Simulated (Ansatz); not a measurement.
# Quasi-harmonic thermodynamics of AgB (hypothetical, Pm-3m)

Aim: the lattice, expansion, heat capacity and bulk modulus of AgB (hypothetical) as it warms. The crystal structure is hypothetical: it was made by swapping elements on a known structure type.

Main program and level: Ansatz 0.2.0; DFT PBEsol, scalar-relativistic, plane waves, PAW.

## (1) Set-up

The structure is cubic, space group Pm-3m (No. 221). The conventional cell has a = 3.045 Å, b = 3.045 Å, c = 3.045 Å, α = 90.00°, β = 90.00°, γ = 90.00°. Nearest to B lie 8 Ag at 2.64 Å. Nearest to Ag lie 8 B at 2.64 Å. Farther neighbours are not listed.

## (2) Probe on a coarse mesh

Before spending time, one coarse run tells the gap and the pressure of the starting cell.

input.yaml reads:

```yaml
crystal:
  lattice:
    - [3.04475, 0.0, 0.0]
    - [0.0, 3.04475, 0.0]
    - [0.0, 0.0, 3.04475]
  atoms:
    - { symbol: B, position: [0.5, 0.5, 0.5] }
    - { symbol: Ag, position: [0.0, 0.0, 0.0] }
kpoints:
  mp_grid: { grid: [6, 6, 6] }
hamiltonian:
  xc: pbesol
scf:
  occupations: { method: gaussian, width: 0.1 }
output:
  forces: true
  stress: true
  eigenvalues: true
```

Started as:

```sh
> ansatz run input.yaml --threads 4 --pin off --max-ram 8192MiB --backend cpu --events-out ev --progress --plain --runs-dir out
```

Numbers of over 12 decimals in the logs are rounded to 6 here.

Output:

```text
Engine: ansatz 0.2.0, aarch64-unknown-linux-gnu
Pseudopotentials: kind: paw
Pseudopotential: B, paw, valence charge 3, recommended cutoff 420 eV (normal), B.paw.azcp
Pseudopotential: Ag, paw, valence charge 19, recommended cutoff 420 eV (normal), Ag.paw.azcp
Functional definition: PBEsol
  exchange = pbesol_x
  correlation = pbesol_c
Crystal: 2 atoms, lattice volume = 28.226 Å³
Basis set: ecut = 420 eV, 515 PW (Γ), exchange–correlation on 48×48×48 points (8 copies of the dense FFT grid, shifted against one another)
Bands: 15, of which v1, the nominal top of the filled ones, is band 11 counted from 1 (10 counted from 0)
Symmetry: 48 space group operations
Space group: Pm-3m (ITA 221), of the structure as read, at distance tolerance 3.0e-5 Å
k-points: 20 of 216
Non-local potential: B, projectors of the file, l = 0: 2, l = 1: 2, l = 2: 1
Non-local potential: Ag, projectors of the file, l = 0: 3, l = 1: 2, l = 2: 2, l = 3: 1
PAW form: soft (Blöchl's): semilocal exchange-correlation on the pseudo side does not see the compensation charge
PAW frozen core: B, regenerated for the run's functional, and the local potential with it (the file was generated under x = pbe(κ = 0.804, μ = 0.219515), c = pbe(β = 0.066725))
PAW frozen core: Ag, regenerated for the run's functional, and the local potential with it (the file was generated under x = pbe(κ = 0.804, μ = 0.219515), c = pbe(β = 0.066725))
PAW one-centre angular grid: B, 110 points (default); XC on 64 Gauss nodes
PAW one-centre angular grid: Ag, 590 points (default); XC on 64 Gauss nodes
Initial density: superposition of atomic densities (neutral atoms: chi_scale 0, normalization atom), corrected by the library's trained network
Initial wavefunctions: pseudopotential atomic-orbital guess
Functional: x = pbesol(κ = 0.804, μ = 0.123457), c = pbesol(β = 0.046)
SCF iter   1: F=—  HF=-7671.975945 eV  |F-HF|=—  |Δ(HF+E_count)|=         —  Δρ=7.88e-3  dr2=1.75e-2  ethr=1.77e-3  ⟨swp⟩=4.2  Hψ=1329  notcnv=0
preconditioner: auto → none  [insulator: Δε(μ)=0.126 eV  Ē_g=9.899 eV  σ=0.100 eV  W_gap=0.60  n_scr=6 (ndim 8)  ℏωp=26.2 eV  f_vac=0.000  D(μ)=1.18/eV (n_scr^D=6)  ε∞_Penn≈8.0]
SCF iter   2: F=—  HF=-7671.969637 eV  |F-HF|=—  |Δ(HF+E_count)|=   6.31e-3  Δρ=1.93e-3  dr2=9.16e-4  ethr=7.96e-5  ⟨swp⟩=2.6  Hψ=614  notcnv=0
SCF iter   3: F=—  HF=-7671.969550 eV  |F-HF|=—  |Δ(HF+E_count)|=   8.64e-5  Δρ=1.42e-3  dr2=6.79e-4  ethr=4.17e-6  ⟨swp⟩=2.0  Hψ=423  notcnv=0
SCF iter   4: F=—  HF=-7671.969394 eV  |F-HF|=—  |Δ(HF+E_count)|=   1.56e-4  Δρ=4.50e-4  dr2=1.44e-5  ethr=3.09e-6  ⟨swp⟩=2.1  Hψ=411  notcnv=0
SCF iter   5: F=—  HF=-7671.969387 eV  |F-HF|=—  |Δ(HF+E_count)|=   7.55e-6  Δρ=2.63e-5  dr2=5.46e-8  ethr=6.53e-8  ⟨swp⟩=2.9  Hψ=509  notcnv=0
SCF iter   6: F=-7671.969387 eV  HF=-7671.969387 eV  |F-HF|=1.30e-9  |Δ(HF+E_count)|=   5.93e-8  Δρ=4.12e-6  dr2=1.29e-9  ethr=2.48e-10  ⟨swp⟩=2.6  Hψ=1000  notcnv=0
SCF 1 converged in 6 iterations: F = -7671.969387 eV  dr2 = 1.29e-9
  greatest PAW one-centre occupation: 1.001 electrons in one spin orbital (limit 2), on the Ag atom at site 1 (counted from 0), in its partial waves of l = 0
SCF converged after 6 iterations
Free energy (F): -7671.969387 eV
Harris-Foulkes:  -7671.969387 eV  (|F-HF|=1.30e-9)
Internal energy: -7671.963697 eV  (E = F + TS)
E sigma→0 (E₀):  -7671.966542 eV
Entropy (-TS):   -0.005690 eV (-2.845 meV/atom)
Fermi energy:    12.897865 eV
--- Per-component energies (eV) ---
  E_band       = -303.096825
  E_kinetic    = 561.180842
  E_local      = -2739.976315  (includes V_loc(G=0)·N_el)
  E_nonlocal   = 95.989287
  E_hartree    = 1229.311078
  E_xc         = -211.481357
  E_vxc        = -267.034914  (∫ρ·V_xc dr)
  E_paw        = -3908.716803  (= ΣΔE_a)
  E_vpaw       = -411.878598  (= ΣTr[D̂ρ^β])
  E_aug_tail   = 0.000294  (compensation charges beyond the density's cutoff)
  E_ewald      = -2698.608173
  E_core_change = 0.337450  (= ΣΔE_core)
  E_smearing   = -0.005690  (= −TS)
  E_closure    = -0.000000  (closes the sum)
  Σ components = -7671.969387   (vs F -7671.969387, Δ=0.00e0)
--- Forces (eV/Å), atoms counted from 1 ---
  atom   1  B      0.00000000     0.00000000     0.00000000
  atom   2  Ag    -0.00000000     0.00000000    -0.00000000
  max |Σ_I F_I| component: 4.60e-31 eV/Å
--- Stress (GPa, compression-positive) ---
      -16.401912       0.000000       0.000000
       -0.000000     -16.401912       0.000000
        0.000000       0.000000     -16.401912
  P = ⅓ Tr σ = -16.4019 GPa (-164.019 kbar)
--- Band table (eV; the first three rows and the last of 20) ---
  k-point 0: bands = [... 7 lower, 8.7686, 8.7686, 8.7686, 14.7951, 14.7951, 14.7951, 19.5003, 24.2905]
  k-point 1: bands = [... 7 lower, 8.5171, 8.5171, 8.7864, 13.1907, 15.3383, 15.3383, 20.2359, 24.1248]
  k-point 2: bands = [... 7 lower, 8.0856, 8.0856, 8.8223, 11.0366, 16.5089, 16.5089, 21.1055, 23.7588]
  k-point 19: bands = [... 7 lower, 9.3998, 9.3998, 10.0734, 15.0671, 15.0671, 15.0671, 17.0752, 17.0752]
```

Elapsed: 0.82 s, on 4 threads of Arm Neoverse V2, shared host; peak memory 0.27 GiB; 1.3 s of CPU time.

Numbers from this step:

| Property | Result |
| --- | --- |
| pressure | -16.40 GPa |
| volume per atom | 14.11 Å³ |
| gap on the k-mesh | 0 eV |

The start is under -16 GPa at this level and looks like a metal on this mesh.

## (3) A loose first relaxation

The start is far from rest, so a relaxation with loose thresholds first brings it near the minimum.

Edit input.yaml of step 2 so:

```diff
@@ -18 +18,6 @@
   eigenvalues: true
+relax:
+  adjacent_minimum: "off"
+  f_tol: 0.05
+  max_steps: 80
+  cell: { stress_tol: 0.5 }
```

Output:

```text
[...]
Crystal: 2 atoms, lattice volume = 28.226 Å³
Basis set: ecut = 420 eV, 515 PW (Γ), exchange–correlation on 48×48×48 points (8 copies of the dense FFT grid, shifted against one another)
Bands: 15, of which v1, the nominal top of the filled ones, is band 11 counted from 1 (10 counted from 0)
Symmetry: 48 space group operations
[...]
k-points: 20 of 216
[...]
SCF iter   1: F=—  HF=-7671.975945 eV  |F-HF|=—  |Δ(HF+E_count)|=         —  Δρ=7.88e-3  dr2=1.75e-2  ethr=1.77e-3  ⟨swp⟩=4.2  Hψ=1329  notcnv=0
[...]
SCF iter   6: F=-7671.969387 eV  HF=-7671.969387 eV  |F-HF|=1.30e-9  |Δ(HF+E_count)|=   5.93e-8  Δρ=4.12e-6  dr2=1.29e-9  ethr=2.48e-10  ⟨swp⟩=2.6  Hψ=1000  notcnv=0
SCF 1 converged in 6 iterations: F = -7671.969387 eV  dr2 = 1.29e-9
[...]
relax step   1: F+E_penalty+E_count = -7671.96938680 eV  Δ(F+E_penalty+E_count) = +0.000e0 eV  max|allowed force component| = 5.916e-31 eV/Å  Δτ_max = 0.0000 Å  P = -16.402 GPa  Ω = 28.226 Å³  (6 SCF iters, dr2 threshold 1.00e-7 eV, accepted)
Crystal: 2 atoms, lattice volume = 24.296 Å³
Basis set: ecut = 420 eV, 461 PW (Γ), exchange–correlation on 48×48×48 points (8 copies of the dense FFT grid, shifted against one another)
[...]
iter 1 solved again at ethr=1.68e-3 eV; its pass at ethr=3.10e-3 eV (dr2=3.69e-1 eV) is discarded
[...]
SCF iter   7: F=-7672.258692 eV  HF=-7672.258692 eV  |F-HF|=1.50e-9  |Δ(HF+E_count)|=   7.86e-8  Δρ=2.67e-6  dr2=1.97e-9  ethr=9.09e-10  ⟨swp⟩=4.7  Hψ=1005  notcnv=0
SCF 2 converged in 7 iterations: F = -7672.258692 eV  dr2 = 1.97e-9
relax step   2: F+E_penalty+E_count = -7672.25869162 eV  Δ(F+E_penalty+E_count) = -2.893e-1 eV  max|allowed force component| = 1.233e-31 eV/Å  Δτ_max = 0.0000 Å  P = -5.507 GPa  Ω = 24.296 Å³  energy of the carried Pulay correction = +2.077e-3 eV  (7 SCF iters, dr2 threshold 2.00e-7 eV, accepted)
Crystal: 2 atoms, lattice volume = 22.702 Å³
[...]
SCF iter   6: F=-7672.271810 eV  HF=-7672.271810 eV  |F-HF|=2.82e-11  |Δ(HF+E_count)|=   1.38e-9  Δρ=7.95e-7  dr2=2.92e-11  ethr=2.23e-11  ⟨swp⟩=1.8  Hψ=908  notcnv=0
SCF 3 converged in 6 iterations: F = -7672.271810 eV  dr2 = 2.92e-11
relax step   3: F+E_penalty+E_count = -7672.27180974 eV  Δ(F+E_penalty+E_count) = -1.312e-2 eV  max|allowed force component| = 5.752e-32 eV/Å  Δτ_max = 0.0000 Å  P = +4.139 GPa  Ω = 22.702 Å³  energy of the carried Pulay correction = +3.011e-3 eV  (6 SCF iters, dr2 threshold 2.00e-7 eV, accepted)
[...]
relax step   4: F+E_penalty+E_count = -7672.27813023 eV  Δ(F+E_penalty+E_count) = -6.320e-3 eV  max|allowed force component| = 7.396e-32 eV/Å  Δτ_max = 0.0000 Å  P = -0.652 GPa  Ω = 23.360 Å³  energy of the carried Pulay correction = +2.619e-3 eV  (6 SCF iters, dr2 threshold 2.00e-7 eV, accepted)
[...]
relax step   5: F+E_penalty+E_count = -7672.27839720 eV  Δ(F+E_penalty+E_count) = -2.670e-4 eV  max|allowed force component| = 5.259e-31 eV/Å  Δτ_max = 0.0000 Å  P = -0.002 GPa  Ω = 23.259 Å³  energy of the carried Pulay correction = +2.678e-3 eV  (6 SCF iters, dr2 threshold 2.00e-7 eV, accepted)
Basis set: ecut = 420 eV, 461 PW (Γ), exchange–correlation on 40×40×40 points (8 copies of the dense FFT grid, shifted against one another)
[...]
SCF iter   6: F=-7672.276372 eV  HF=-7672.276372 eV  |F-HF|=4.55e-12  |Δ(HF+E_count)|=  9.09e-13  Δρ=8.33e-9  dr2=4.25e-15  ethr=1.00e-12  ⟨swp⟩=1.1  Hψ=682  notcnv=0
SCF 6 converged in 6 iterations: F = -7672.276372 eV  dr2 = 4.25e-15
relax step   6: F+E_penalty+E_count = -7672.27637229 eV  Δ(F+E_penalty+E_count) = +2.025e-3 eV  max|allowed force component| = 2.301e-31 eV/Å  Δτ_max = 0.0000 Å  P = -0.055 GPa  Ω = 23.259 Å³  stress off target by 5.53e-2 GPa  SCF on the basis re-selected at this cell (its energy is not comparable with the rows above)  (6 SCF iters)
basis re-selected at this cell: Δ(F+E_penalty+E_count) = +2.025e-3 eV, ΔP = -0.054 GPa vs the last step (what re-selecting the basis moved, of the pressure what is left beyond the Pulay correction that the steps carried, after the strain that the cell walked since its last selection, with what the two solves' SCF thresholds leave and, on support functions, any second-order correction that the steps lacked; it is no measure of the basis error at this ecutwfc). The dense FFT grid was sized anew with the basis: this SCF ran on 20×20×20 points, the steps before it on 24×24×24, so part of this shift can come from that change (see relax.cell in the input reference). [rest of the remark cut]
SCF converged after 6 iterations
Free energy (F): -7672.276372 eV
[...]
Internal energy: -7672.271040 eV  (E = F + TS)
E sigma→0 (E₀):  -7672.273706 eV
Entropy (-TS):   -0.005332 eV (-2.666 meV/atom)
Fermi energy:    17.086253 eV
[...]
--- Stress (GPa, compression-positive) ---
       -0.055269      -0.000000      -0.000000
       -0.000000      -0.055269       0.000000
       -0.000000       0.000000      -0.055269
  P = ⅓ Tr σ = -0.0553 GPa (-0.553 kbar)
--- Band table (eV; the first three rows and the last of 20) ---
  k-point 0: bands = [... 7 lower, 12.0720, 12.0720, 12.0720, 18.6559, 18.6559, 18.6559, 25.6956, 29.1998]
  k-point 1: bands = [... 7 lower, 11.7048, 11.7048, 12.0978, 17.0122, 19.3758, 19.3758, 26.2731, 28.7762]
  k-point 2: bands = [... 7 lower, 11.0952, 11.0952, 12.1498, 14.7496, 20.9065, 20.9065, 26.8835, 27.9288]
  k-point 19: bands = [... 7 lower, 12.9523, 12.9523, 14.2594, 19.4672, 19.4672, 19.4672, 21.0572, 21.0572]
--- Relaxed structure (5 steps of the walk, 5 accepted, 1 SCFs on fresh bases) ---
  F+E_penalty+E_count = -7672.27637229 eV   max|allowed force component| = 2.301e-31 eV/Å   (the final SCF, on the basis selected at the relaxed cell)
  cell:  # Å, volume = 23.2591 Å³
    - [2.854505, 0, 0]
    - [0, 2.854505, 0]
    - [0, 0, 2.854505]
  atoms:
    - { symbol: B, position: [0.500000, 0.500000, 0.500000] }
    - { symbol: Ag, position: [0, 0, 0] }
```

Run time: 1.6 s. Hardware: 4 threads; peak memory 0.28 GiB; 4.5 s of CPU time.

Relaxation path:

```tsv
step	energy less that of the first step (eV)	largest force component (eV/Å)	pressure (GPa)	volume (Å³)
1	0.0000	0.0000	-16.40	28.23
2	-0.2893	0.0000	-5.51	24.30
3	-0.3024	0.0000	4.14	22.70
4	-0.3087	0.0000	-0.65	23.36
5	-0.3090	0.0000	0.00	23.26
6*	-0.3070	0.0000	-0.06	23.26
```

Relaxation steps marked * repeat the geometry before them on a plane-wave basis chosen anew for their cell, so energy and pressure can jump there.

Forces are held to the 48 operations that the run works with; a distortion that breaks them can't arise in this run.

```tsv
conventional cell, symmetrised	before	after	change
a (Å)	3.045	2.855	-6.2 %
b (Å)	3.045	2.855	-6.2 %
c (Å)	3.045	2.855	-6.2 %
volume (Å³/atom)	14.11	11.63	-17.6 %
```

Final coordinates:

```xyz
2
Lattice="2.8545 0.0000 0.0000 0.0000 2.8545 0.0000 0.0000 0.0000 2.8545" Properties=species:S:1:pos:R:3 pbc="T T T"
B     1.4273    1.4273    1.4273
Ag    0.0000    0.0000    0.0000
```

Numbers from this step:

```yaml
pressure: -0.05527 GPa
volume_per_atom: 11.63 Å³
```

The relaxation ends with a pressure of -0.06 GPa.

## (4) Finding the static equilibrium

The vibrations must be taken about the equilibrium of this functional, not about the starting cell, so the structure is relaxed.

input.yaml, the sections that differ from step 3:

```yaml
crystal:
  lattice:
    - [2.8545046699, 0.0, 0.0]
    - [0.0, 2.8545046699, 0.0]
    - [0.0, 0.0, 2.8545046699]
  atoms:
    - { symbol: B, position: [0.5, 0.5, 0.5] }
    - { symbol: Ag, position: [0.0, 0.0, 0.0] }
kpoints:
  mp_grid: { grid: [14, 14, 14] }
relax:
  adjacent_minimum: "off"
  f_tol: 0.005
  max_steps: 80
  cell: { stress_tol: 0.05 }
# hamiltonian, scf, output: as in step 3
```

Output:

```text
[...]
Crystal: 2 atoms, lattice volume = 23.259 Å³
Basis set: ecut = 420 eV, 461 PW (Γ), exchange–correlation on 40×40×40 points (8 copies of the dense FFT grid, shifted against one another)
Bands: 15, of which v1, the nominal top of the filled ones, is band 11 counted from 1 (10 counted from 0)
Symmetry: 48 space group operations
[...]
k-points: 120 of 2744
[...]
k-point 119: bands = [... 7 lower, 12.8257, 12.8257, 14.0888, 19.2939, 19.2939, 19.2939, 20.8933, 20.8933]
--- Relaxed structure (3 steps of the walk, 3 accepted, 1 SCFs on fresh bases) ---
[...]
cell:  # Å, volume = 23.4301 Å³
    - [2.861483, 0, 0.0]
    - [0, 2.861483, 0.0]
    - [0, 0.0, 2.861483]
  atoms:
    - { symbol: B, position: [0.500000, 0.500000, 0.500000] }
    - { symbol: Ag, position: [0, 0, 0] }
[key lines of the parts left out:]
SCF converged after 8 iterations
Free energy (F): -7672.288965 eV
Fermi energy:    16.727093 eV
P = ⅓ Tr σ = 0.0022 GPa (0.022 kbar)
```

Run time: 2.5 s. Hardware: 4 threads; peak memory 0.33 GiB.

Relaxation path:

```tsv
step	energy less that of the first step (eV)	largest force component (eV/Å)	pressure (GPa)	volume (Å³)
1	0.0000	0.0000	1.06	23.26
2	-0.0004	0.0000	-0.12	23.45
3	-0.0004	0.0000	0.00	23.43
4*	-0.0006	0.0000	0.00	23.43
```

Relaxation steps marked * repeat the geometry before them on a plane-wave basis chosen anew for their cell, so energy and pressure can jump there.

Forces are held to the 48 operations that the run works with; a distortion that breaks them can't arise in this run.

```tsv
conventional cell, symmetrised	before	after	change
a (Å)	2.855	2.861	+0.2 %
b (Å)	2.855	2.861	+0.2 %
c (Å)	2.855	2.861	+0.2 %
volume (Å³/atom)	11.63	11.72	+0.7 %
```

The relaxed structure:

```
B Ag
1.0
     2.86148    0.00000    0.00000
     0.00000    2.86148    0.00000
     0.00000    0.00000    2.86148
B Ag
1 1
Cartesian
  1.4307 1.4307 1.4307
  0.0000 0.0000 0.0000
```

Numbers from this step:

* pressure: 0.002166 GPa
* volume per atom: 11.72 Å³

The relaxation ends with a pressure of 0.00 GPa.

## (5) Relaxing to small residual forces and stress

The thresholds are tightened for a last relaxation ahead of the phonons, and where mesh or smearing change with them the cell follows.

input.yaml reads:

```yaml
crystal:
  lattice:
    - [2.8614831554, 0.0, 0.0]
    - [0.0, 2.8614831554, 0.0]
    - [0.0, 0.0, 2.8614831554]
  atoms:
    - { symbol: B, position: [0.5, 0.5, 0.5] }
    - { symbol: Ag, position: [0.0, 0.0, 0.0] }
kpoints:
  mp_grid: { grid: [16, 16, 16] }
hamiltonian:
  xc: pbesol
scf:
  occupations: { method: methfessel_paxton, width: 0.15 }
output:
  forces: true
  stress: true
  eigenvalues: true
relax:
  adjacent_minimum: "off"
  f_tol: 0.001
  max_steps: 60
  cell: { stress_tol: 0.01 }
```

Output:

```text
[...]
Crystal: 2 atoms, lattice volume = 23.430 Å³
Basis set: ecut = 420 eV, 461 PW (Γ), exchange–correlation on 40×40×40 points (8 copies of the dense FFT grid, shifted against one another)
Bands: 15, of which v1, the nominal top of the filled ones, is band 11 counted from 1 (10 counted from 0)
Symmetry: 48 space group operations
[...]
k-points: 165 of 4096
[...]
k-point 164: bands = [... 7 lower, 12.8363, 12.8363, 14.0958, 19.3034, 19.3034, 19.3034, 20.9037, 20.9037]
--- Relaxed structure (3 steps of the walk, 3 accepted, 1 SCFs on fresh bases) ---
[...]
cell:  # Å, volume = 23.4198 Å³
    - [2.861065, 0, 0.0]
    - [0, 2.861065, 0]
    - [0.0, 0, 2.861065]
  atoms:
    - { symbol: B, position: [0.5, 0.5, 0.5] }
    - { symbol: Ag, position: [0, 0, 0] }
[key lines of the parts left out:]
SCF converged after 4 iterations
Free energy (F): -7672.288370 eV
Fermi energy:    16.734267 eV
P = ⅓ Tr σ = -0.0004 GPa (-0.004 kbar)
```

The job ended after 3 s (4 threads; peak memory 0.36 GiB; 10 s of CPU time).

Little changed from the start: no atom moved by 0.005 Å and no cell edge by 0.1 %.

Numbers from this step:

- pressure: -3.63e-4 GPa
- volume per atom: 11.71 Å³

The residual pressure is -3.6e-4 GPa, small enough for phonons.

(Continued in part 2 of 3.)

[Logs are printed without paths, hosts, clocks, repeated set-up lines and the standing remarks that a program may print on its own settings, such as how far it seeks lower states.]

[Hosts, paths, dates, database ids (printed as entryN), source tags and the programs' standing remarks are cut or masked in the printed files.]

[A step with changed settings may run another functional than the one named; its input shows which.]
